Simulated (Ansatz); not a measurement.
# Cs on Cu(100): change of the work function, part 2 of 2

How does one ordered layer of Cs (hollow site) change the work function of Cu(100), and what dipole does each adsorbate carry?

Ansatz 0.2.0; plane-wave DFT, PBE, Ansatz PAW.

So far, work function, upper face (eV): step 2 (the clean slab) 4.57.

## (3) The covered slab

System of this step: Cs/Cu(100). The cell holds 17 atoms: 16 Cu and 1 Cs. Cell: a = 5.105 Å, b = 5.105 Å, c = 26.844 Å, α = 90.0°, β = 90.0°, γ = 90.0°. Vacuum lies along c.

The clean slab as it ended is repeated in the plane and the adsorbate is set on one face; the cell's size fixes the coverage, and the k-mesh shrinks with it to keep the sampling density about even. Adsorbate and upper layers relax, since the dipole depends on the height.

The input, input.yaml:

```yaml
crystal:
  lattice:
    - [5.1053109602, 0.0, 0.0]
    - [0.0, 5.1053109602, 0.0]
    - [0.0, 0.0, 26.8444187524]
  atoms:
    - { symbol: Cu, position: [0.25, 0.25, 0.3352652215] }
    - { symbol: Cu, position: [0.0, 0.0, 0.4025045243] }
    - { symbol: Cu, position: [0.25, 0.25, 0.4709109197] }
    - { symbol: Cu, position: [0.0, 0.0, 0.5370937468] }
    - { symbol: Cu, position: [0.25, 0.75, 0.3352652215] }
    - { symbol: Cu, position: [0.0, 0.5, 0.4025045243] }
    - { symbol: Cu, position: [0.25, 0.75, 0.4709109197] }
    - { symbol: Cu, position: [0.0, 0.5, 0.5370937468] }
    - { symbol: Cu, position: [0.75, 0.25, 0.3352652215] }
    - { symbol: Cu, position: [0.5, 0.0, 0.4025045243] }
    - { symbol: Cu, position: [0.75, 0.25, 0.4709109197] }
    - { symbol: Cu, position: [0.5, 0.0, 0.5370937468] }
    - { symbol: Cu, position: [0.75, 0.75, 0.3352652215] }
    - { symbol: Cu, position: [0.5, 0.5, 0.4025045243] }
    - { symbol: Cu, position: [0.75, 0.75, 0.4709109197] }
    - { symbol: Cu, position: [0.5, 0.5, 0.5370937468] }
    - { symbol: Cs, position: [0.25, 0.25, 0.6647347785] }
kpoints:
  mp_grid: { grid: [6, 6, 1] }
hamiltonian:
  xc: pbe
scf:
  occupations: { method: fermi_dirac, width: 0.1 }
  convergence: { dr2_threshold: 1.0e-08 }
efield:
  axis: 3
  dipole_correction: true
  ramp_position: 0.97
  ramp_width: 0.06
relax:
  f_tol: 0.02
  max_steps: 60
  constraints: [{ sites: [0, 1, 4, 5, 8, 9, 12, 13] }]
output:
  dos: { projected: true, e_range: [-8, 4] }
  write_potential: true
  write_density: true
  volumetric_format: npy
  elf: true
```

On the command line:

```sh
> ansatz run input.yaml --threads 4 --pin off --max-ram 6144MiB --backend cpu --events-out ev --progress --plain --runs-dir out
```

Numbers of over 12 decimals in the logs are rounded to 6 here.

Log:

```text
[...]
Crystal: 17 atoms, lattice volume = 699.678 Å³
Basis set: ecut = 420 eV, 13641 PW (Γ), exchange–correlation on 72×72×360 points (8 copies of the dense FFT grid, shifted against one another)
Bands: 188, of which v1, the nominal top of the filled ones, is band 157 counted from 1 (156 counted from 0)
Symmetry: 8 space group operations
[...]
k-points: 10 of 36
[...]
SCF iter   1: F=—  HF=-111669.587587 eV  |F-HF|=—  |Δ(HF+E_count)|=         —  Δρ=3.10e-3  dr2=1.48e0  ethr=1.77e-3  p=0.386 e·Å  D=9.99e-2 V/Å  ΔV_dip=-2.68 eV  dr2_dipole=8.62e-1  V_vac-E_F(+/−)=1.89/4.58 eV  ⟨swp⟩=8.3  Hψ=8231  notcnv=0  defer=72
[...]
SCF iter  14: F=-111669.559156 eV  HF=-111669.559155 eV  |F-HF|=4.47e-9  |Δ(HF+E_count)|=   5.07e-8  Δρ=9.37e-7  dr2=7.82e-9  ethr=3.19e-12  p=0.357 e·Å  D=9.24e-2 V/Å  ΔV_dip=-2.48 eV  dr2_dipole=3.10e-9  V_vac-E_F(+/−)=2.06/4.54 eV  ⟨swp⟩=15.9  Hψ=14622  notcnv=0
SCF 1 converged in 14 iterations: F = -111669.559156 eV  dr2 = 7.82e-9
[...]
relax step   1: F+E_penalty+E_count = -111669.55915550 eV  Δ(F+E_penalty+E_count) = +0.000e0 eV  max|allowed force component| = 4.004e-1 eV/Å  Δτ_max = 0.0000 Å  (14 SCF iters, accepted)
[...]
SCF iter  10: F=-111669.585985 eV  HF=-111669.585985 eV  |F-HF|=6.97e-9  |Δ(HF+E_count)|=   2.08e-8  Δρ=8.05e-7  dr2=6.73e-9  ethr=3.19e-12  p=0.362 e·Å  D=9.35e-2 V/Å  ΔV_dip=-2.51 eV  dr2_dipole=7.61e-11  V_vac-E_F(+/−)=2.02/4.54 eV  ⟨swp⟩=13.3  Hψ=12996  notcnv=0
SCF 2 converged in 10 iterations: F = -111669.585985 eV  dr2 = 6.73e-9
relax step   2: F+E_penalty+E_count = -111669.58598505 eV  Δ(F+E_penalty+E_count) = -2.683e-2 eV  max|allowed force component| = 3.688e-1 eV/Å  Δτ_max = 0.0651 Å  (10 SCF iters, accepted)
SCF iter   1: F=—  HF=-111669.633664 eV  |F-HF|=—  |Δ(HF+E_count)|=         —  Δρ=8.10e-4  dr2=1.30e-2  ethr=3.66e-5  p=0.362 e·Å  D=9.35e-2 V/Å  ΔV_dip=-2.51 eV  dr2_dipole=7.43e-4  V_vac-E_F(+/−)=2.03/4.54 eV  ⟨swp⟩=6.6  Hψ=4474  notcnv=0  defer=106
[...]
SCF iter  11: F=-111669.632401 eV  HF=-111669.632401 eV  |F-HF|=3.04e-9  |Δ(HF+E_count)|=   2.76e-8  Δρ=9.37e-7  dr2=5.53e-9  ethr=3.19e-12  p=0.372 e·Å  D=9.61e-2 V/Å  ΔV_dip=-2.58 eV  dr2_dipole=4.30e-11  V_vac-E_F(+/−)=1.95/4.53 eV  ⟨swp⟩=8.7  Hψ=11542  notcnv=0
SCF 3 converged in 11 iterations: F = -111669.632401 eV  dr2 = 5.53e-9
relax step   3: F+E_penalty+E_count = -111669.63240124 eV  Δ(F+E_penalty+E_count) = -4.642e-2 eV  max|allowed force component| = 2.750e-1 eV/Å  Δτ_max = 0.1357 Å  (11 SCF iters, accepted)
[...]
relax step   4: F+E_penalty+E_count = -111669.66661505 eV  Δ(F+E_penalty+E_count) = -3.421e-2 eV  max|allowed force component| = 4.252e-2 eV/Å  Δτ_max = 0.1950 Å  (13 SCF iters, accepted)
SCF iter   1: F=—  HF=-111669.668996 eV  |F-HF|=—  |Δ(HF+E_count)|=         —  Δρ=8.31e-4  dr2=3.65e-3  ethr=7.84e-6  p=0.389 e·Å  D=1.01e-1 V/Å  ΔV_dip=-2.70 eV  dr2_dipole=3.19e-4  V_vac-E_F(+/−)=1.82/4.52 eV  ⟨swp⟩=4.9  Hψ=4305  notcnv=0  defer=107
[...]
SCF iter  11: F=-111669.667906 eV  HF=-111669.667906 eV  |F-HF|=4.15e-9  |Δ(HF+E_count)|=   1.66e-9  Δρ=8.58e-7  dr2=6.98e-9  ethr=3.19e-12  p=0.392 e·Å  D=1.01e-1 V/Å  ΔV_dip=-2.72 eV  dr2_dipole=1.09e-9  V_vac-E_F(+/−)=1.80/4.52 eV  ⟨swp⟩=11.2  Hψ=13267  notcnv=0
SCF 5 converged in 11 iterations: F = -111669.667906 eV  dr2 = 6.98e-9
relax step   5: F+E_penalty+E_count = -111669.66790610 eV  Δ(F+E_penalty+E_count) = -1.291e-3 eV  max|allowed force component| = 1.392e-2 eV/Å  Δτ_max = 0.0503 Å  (11 SCF iters, accepted)
NSCF: frozen V_eff on 10 k-points
[...]
SCF converged after 11 iterations
Free energy (F): -111669.667906 eV
[...]
Internal energy: -111669.445990 eV  (E = F + TS)
E sigma→0 (E₀):  -111669.556948 eV
Entropy (-TS):   -0.221916 eV (-13.054 meV/atom)
Fermi energy:    3.042678 eV
Dipole field:    D = 0.101397 V/Å  (p = 0.392067 e·Å, saw-weighted, corrected)
Work function:   Φ+ = 1.7958 eV   Φ− = 4.5178 eV
[...]
--- Forces (eV/Å), atoms counted from 1 ---
  atom   1  Cu     0.00000000     0.00000000     0.12167862
  atom   2  Cu     0.01515021     0.01515021    -0.12020858
  atom   3  Cu    -0.00000000     0.00000000     0.00284340
  atom   4  Cu    -0.00392417    -0.00392417    -0.00690411
  atom   5  Cu     0.00000000     0.00000000     0.12312017
  atom   6  Cu     0.01515021    -0.01515021    -0.12020858
  atom   7  Cu    -0.00000000     0.00000000     0.00390476
  atom   8  Cu    -0.00392417     0.00392417    -0.00690411
  atom   9  Cu    -0.00000000     0.00000000     0.12312017
  atom  10  Cu    -0.01515021     0.01515021    -0.12020858
  atom  11  Cu     0.00000000     0.00000000     0.00390476
  atom  12  Cu     0.00392417    -0.00392417    -0.00690411
  atom  13  Cu     0.00000000     0.00000000     0.11482878
  atom  14  Cu    -0.01515021    -0.01515021    -0.12020858
  atom  15  Cu     0.00000000     0.00000000     0.00109993
  atom  16  Cu     0.00392417     0.00392417    -0.00690411
  atom  17  Cs    -0.00000000     0.00000000     0.01391774
  max |Σ_I F_I| component: 3.25e-5 eV/Å
--- Band table (eV; the first three rows and the last of 10) ---
  k-point 0: bands = [... 153 lower, 2.6425, 2.6635, 2.6668, 2.8482, 2.8485, 2.9994, 2.9994, 3.0555, ... 27 higher]
  k-point 1: bands = [... 153 lower, 2.3311, 2.8711, 2.9180, 3.0339, 3.0743, 3.2562, 3.2637, 4.1519, ... 27 higher]
  k-point 2: bands = [... 153 lower, 2.4078, 2.9845, 3.2513, 3.2551, 3.6560, 3.8400, 4.0067, 4.3606, ... 27 higher]
  k-point 9: bands = [... 153 lower, 1.8211, 1.8211, 1.8538, 3.0975, 3.1527, 3.1527, 3.2398, 4.3571, ... 27 higher]
--- Relaxed structure (5 steps of the walk, 5 accepted, 0 SCFs on fresh bases) ---
  F+E_penalty+E_count = -111669.66790610 eV   max|allowed force component| = 1.392e-2 eV/Å
  atoms:
    - { symbol: Cu, position: [0.25, 0.25, 0.3352652215] }
    - { symbol: Cu, position: [0.0, 0.0, 0.4025045243] }
    - { symbol: Cu, position: [0.25, 0.25, 0.470969] }
    - { symbol: Cu, position: [-0.00156359, -0.00156359, 0.537427] }
    - { symbol: Cu, position: [0.25, 0.750000, 0.3352652215] }
    - { symbol: Cu, position: [0.0, 0.5, 0.4025045243] }
    - { symbol: Cu, position: [0.25, 0.750000, 0.470763] }
    - { symbol: Cu, position: [-0.00156359, 0.501564, 0.537427] }
    - { symbol: Cu, position: [0.750000, 0.25, 0.3352652215] }
    - { symbol: Cu, position: [0.5, 0.0, 0.4025045243] }
    - { symbol: Cu, position: [0.750000, 0.25, 0.470763] }
    - { symbol: Cu, position: [0.501564, -0.00156359, 0.537427] }
    - { symbol: Cu, position: [0.750000, 0.750000, 0.3352652215] }
    - { symbol: Cu, position: [0.5, 0.5, 0.4025045243] }
    - { symbol: Cu, position: [0.750000, 0.750000, 0.470241] }
    - { symbol: Cu, position: [0.501564, 0.501564, 0.537427] }
    - { symbol: Cs, position: [0.25, 0.25, 0.648116] }
```

Elapsed: 5.1 min, on 4 threads of Arm Neoverse V1, shared host; peak memory 3.3 GiB.

Step by step:

```csv
step,energy less that of the first step (eV),largest force component (eV/Å)
1,0.0000,0.4004
2,-0.0268,0.3688
3,-0.0732,0.2750
4,-0.1075,0.0425
5,-0.1087,0.0139
```

The run keeps the 8 symmetry operations that it works with, so distortions that break them were not tested.

The atoms that moved most (Å):

```csv
atom,dx,dy,dz,length
Cs17,0.000,0.000,-0.446,0.446
Cu15,0.000,0.000,-0.018,0.018
Cu4,-0.008,-0.008,0.009,0.014
Cu12,0.008,-0.008,0.009,0.014
Cu8,-0.008,0.008,0.009,0.014
Cu16,0.008,0.008,0.009,0.014
```

Final coordinates:

```xyz
17
Lattice="5.1053 0.0000 0.0000 0.0000 5.1053 0.0000 0.0000 0.0000 26.8444" Properties=species:S:1:pos:R:3
Cu    1.2763    1.2763    9.0000
Cu    0.0000    0.0000   10.8050
Cu    1.2763    1.2763   12.6429
Cu   -0.0080   -0.0080   14.4269
Cu    1.2763    3.8290    9.0000
Cu    0.0000    2.5527   10.8050
Cu    1.2763    3.8290   12.6373
Cu   -0.0080    2.5606   14.4269
Cu    3.8290    1.2763    9.0000
Cu    2.5527    0.0000   10.8050
Cu    3.8290    1.2763   12.6373
Cu    2.5606   -0.0080   14.4269
Cu    3.8290    3.8290    9.0000
Cu    2.5527    2.5527   10.8050
Cu    3.8290    3.8290   12.6233
Cu    2.5606    2.5606   14.4269
Cs    1.2763    1.2763   17.3983
```

This step gave:

* energy at zero smearing: -111669.5569 eV
* work function, upper face: 1.796 eV
* work function, lower face: 4.518 eV
* dipole along the normal: 0.3921 e·Å
* step between the vacuum levels: -2.722 eV

Running mean over 1.805 Å of the planar mean; the ramp of the sawtooth is left out. Table of electron's electrostatic potential energy less the Fermi level by z:

```csv
z (Å),electron's electrostatic potential energy less the Fermi level (eV)
3.5,4.52
4.0,4.52
4.5,4.52
5.0,4.51
5.5,4.51
6.0,4.48
6.5,4.38
7.0,4.05
7.5,2.64
8.0,-1.48
8.5,-6.24
9.0,-8.32
9.5,-8.65
10.0,-8.74
10.5,-8.80
11.0,-8.76
11.5,-8.61
12.0,-8.62
12.5,-8.79
13.0,-8.88
13.5,-8.89
14.0,-8.75
14.5,-8.25
15.0,-5.84
15.5,-1.56
16.0,0.682
16.5,-0.256
17.0,-1.89
17.5,-2.69
18.0,-2.10
18.5,-0.860
19.0,0.394
19.5,1.13
20.0,1.44
20.5,1.60
21.0,1.69
21.5,1.74
22.0,1.76
22.5,1.78
23.0,1.79
23.5,1.79
```

The density of states has structure finer than the step of the table below, so its rows give means over 0.25 eV, whole bins alone (the curve runs from -8 to 1.98 eV). Peaks (eV: height): -2.830: 115, -2.770: 89.2, -2.320: 96.7, -1.950: 83.2, -1.800: 97.4, -1.590: 91.9, -1.500: 111.

Density of states against energy, zero at the Fermi level; means over each step:

```csv
energy (eV),density of states (states/eV a cell)
-7.75,1.12
-7.50,1.20
-7.25,1.30
-7.00,2.49
-6.75,2.80
-6.50,2.23
-6.25,2.56
-6.00,2.94
-5.75,3.79
-5.50,3.62
-5.25,5.21
-5.00,6.80
-4.75,12.4
-4.50,17.6
-4.25,25.5
-4.00,37.3
-3.75,26.3
-3.50,36.4
-3.25,40.1
-3.00,45.5
-2.75,62.0
-2.50,52.3
-2.25,67.8
-2.00,67.7
-1.75,82.8
-1.50,55.2
-1.25,12.3
-1.00,6.34
-0.75,6.21
-0.50,4.40
-0.25,6.17
0.00,7.46
0.25,8.24
0.50,5.53
0.75,6.58
1.00,5.00
1.25,8.43
1.50,3.46
1.75,9.86
```

Projected DOS per atom over height of the atomic layer and energy from the Fermi level. Layers: Cu4 Cu4 Cu4 Cu4 Cs from below.

Ten even steps from '0' (0.00 states/eV) to '9' (5.78 states/eV), each cell a mean:
```
00000
00000
00001
00001
00000
00000
00000
53330
96690
85580
55570
35440
23320
14410
02210
00000
00000
00000
00000
00000
00000
00000
```
Columns: height of the atomic layer (Å) from 9 to 17.4 (not evenly spaced); rows upwards: energy from the Fermi level (eV) from -7.96 to 1.95.

Electrostatic potential energy in the ca plane at fractional y = 0.250, with atoms of Cu and Cs within 0.2 Å of it. With pseudopotentials it is smooth inside the atoms' cores, unlike the true potential.

Values in eV, 8 rows by 16 columns, each cell a mean:
```
  1 -10   3   3  -6  -4   4   5   5   3   3   5   5   6   6   6
-15 -43  -1   4 -33 -28   5   6   6   5   4   5   5   6   6   6
-10 -37   1   4 -27 -23   5   6   6   4   4   5   5   6   6   6
  3  -2   3   3   0   1   3   5   5   1   2   4   5   6   6   6
  1 -10   3   3  -6  -4   4   5  -1 -18  -8   4   5   6   6   6
-15 -43  -1   4 -33 -29   5   6  -8 -21 -17   3   5   5   6   6
-10 -37   1   4 -27 -23   5   6  -6 -22 -16   3   5   5   6   6
  3  -2   3   3   0   1   3   5   2 -11  -4   4   5   6   6   6
```
Columns run along c (16.0 Å, from fractional 0.29 to 0.89 of the cell; values clipped at the 3rd and 97th percentile), rows up along a (5.1 Å). Atoms in or near the plane, at fractional coordinates: Cu at (0.34, 0.25), Cu at (0.47, 0.25), Cu at (0.34, 0.75), Cu at (0.47, 0.75), Cs at (0.65, 0.25).

Valence density in the ca plane at fractional y = 0.250, with atoms of Cu and Cs within 0.2 Å of it. It is the smooth field of the valence electrons, not physical close to the nuclei.

Values in e/Å³, 8 rows by 16 columns, each cell a mean:
```
 0  1  0  0  1  1  0  0  0  0  0  0  0  0  0  0
 2 20  0  0 13 10  0  0  0  0  0  0  0  0  0  0
 1 12  0  0  7  6  0  0  0  0  0  0  0  0  0  0
 0  0  0  0  0  0  0  0  0  0  0  0  0  0  0  0
 0  1  0  0  1  1  0  0  0  1  0  0  0  0  0  0
 2 20  0  0 13 10  0  0  0  1  1  0  0  0  0  0
 1 12  0  0  7  6  0  0  0  1  1  0  0  0  0  0
 0  0  0  0  0  0  0  0  0  1  0  0  0  0  0  0
```
Columns run along c (16.0 Å, from fractional 0.29 to 0.89 of the cell), rows up along a (5.1 Å). Atoms in or near the plane, at fractional coordinates: Cu at (0.34, 0.25), Cu at (0.47, 0.25), Cu at (0.34, 0.75), Cu at (0.47, 0.75), Cs at (0.65, 0.25).

ELF in the ca plane at fractional y = 0.250, with atoms of Cu and Cs within 0.2 Å of it. It is the smooth field of the valence electrons, not physical close to the nuclei.

Values, 8 rows by 16 columns, each cell a mean:
```
0.18 0.20 0.24 0.24 0.20 0.21 0.25 0.26 0.11 0.25 0.19 0.04 0.09 0.10 0.04 0.01
0.20 0.52 0.20 0.22 0.39 0.34 0.25 0.25 0.14 0.03 0.02 0.06 0.14 0.10 0.04 0.01
0.18 0.38 0.21 0.23 0.31 0.27 0.25 0.25 0.13 0.04 0.03 0.05 0.12 0.10 0.04 0.01
0.20 0.21 0.25 0.24 0.22 0.23 0.25 0.25 0.12 0.45 0.35 0.06 0.08 0.10 0.04 0.01
0.18 0.20 0.24 0.24 0.20 0.21 0.25 0.23 0.37 0.85 0.78 0.20 0.05 0.10 0.04 0.01
0.20 0.52 0.20 0.22 0.39 0.34 0.25 0.20 0.56 0.35 0.76 0.33 0.05 0.09 0.05 0.01
0.19 0.38 0.21 0.23 0.30 0.28 0.25 0.20 0.53 0.53 0.80 0.30 0.05 0.09 0.05 0.01
0.20 0.21 0.25 0.24 0.22 0.23 0.25 0.24 0.28 0.82 0.70 0.14 0.06 0.10 0.04 0.01
```
Columns run along c (16.0 Å, from fractional 0.29 to 0.89 of the cell), rows up along a (5.1 Å). Atoms in or near the plane, at fractional coordinates: Cu at (0.34, 0.25), Cu at (0.47, 0.25), Cu at (0.34, 0.75), Cu at (0.47, 0.75), Cs at (0.65, 0.25).

The relaxation took 5 steps and lowered the energy by 0.11 eV; the largest force on the free atoms ends at 0.014 eV/Å.

By hand: a sheet of dipoles makes a step −p/(ε₀A) in the electron's potential. With e/ε₀ = 180.95 V·Å, p = 0.3921 e·Å and A = 26.06 Å², that is −180.95 × (0.3921) / 26.06 = -2.722 eV, and the two vacuum levels of the run differ by -2.722 eV.

The covered face has 1.80 eV, -2.77 eV against the clean one; the bare back face has moved by -0.06 eV, a measure of how thin the slab is.

## (4) Work function against coverage

This step: plane-wave DFT, PBE, Ansatz PAW; work function against coverage (Ansatz 0.2.0).

The runs are now put side by side.

Numbers from this step:

```yaml
work_function_of_the_clean_face: 4.571 eV
largest_change_of_the_work_function: -2.775 eV
```

The work function of the covered face by coverage:

```csv
coverage (adsorbates/nm²),work function of the covered face (eV)
0.00,4.57
3.84,1.80
```

The dipole per adsorbate comes from the change of the cell's dipole. Coverage, by row:

```csv
coverage (1/nm²),coverage (ML),work function (eV),change (eV),"dipole per adsorbate, positive end outwards (debye)",mean height of the added atoms over the highest substrate atom (Å)
3.837,0.25,1.796,-2.775,1.875,2.971
```

## (5) Summary of results

- work function of the clean face: 4.57 eV
- work function at 0.25 ML: 1.80 eV
- dipole per adsorbate at 0.25 ML, positive end outwards: 1.88 D

In words: Cs lowers the work function of Cu(100) at the lowest coverage, by 2.77 eV: the adsorbate layer has its positive end outwards. One coverage alone was completed, so no trend follows. The slab has 4 layers, at the tabulated experimental lattice constant, one starting site was run, and quantum-size effects of a slab this thin can reach one or two tenths of an eV.

[Logs are printed without paths, hosts, clocks, repeated set-up lines and the standing remarks that a program may print on its own settings, such as how far it seeks lower states.]

[Hosts, paths, dates, database ids (printed as entryN), source tags and the programs' standing remarks are cut or masked in the printed files.]

[Maps of the electrostatic potential energy from Ansatz leave out the sawtooth potential of an applied field or a dipole correction, so their vacuum need not be flat; planar profiles and work functions include it.]

[The density of states shown here was stored with 400 of the rows of the run's finer table, so its peaks can read low, often by over a quarter, or be missed, and its means over a window can be off by a tenth or more.]
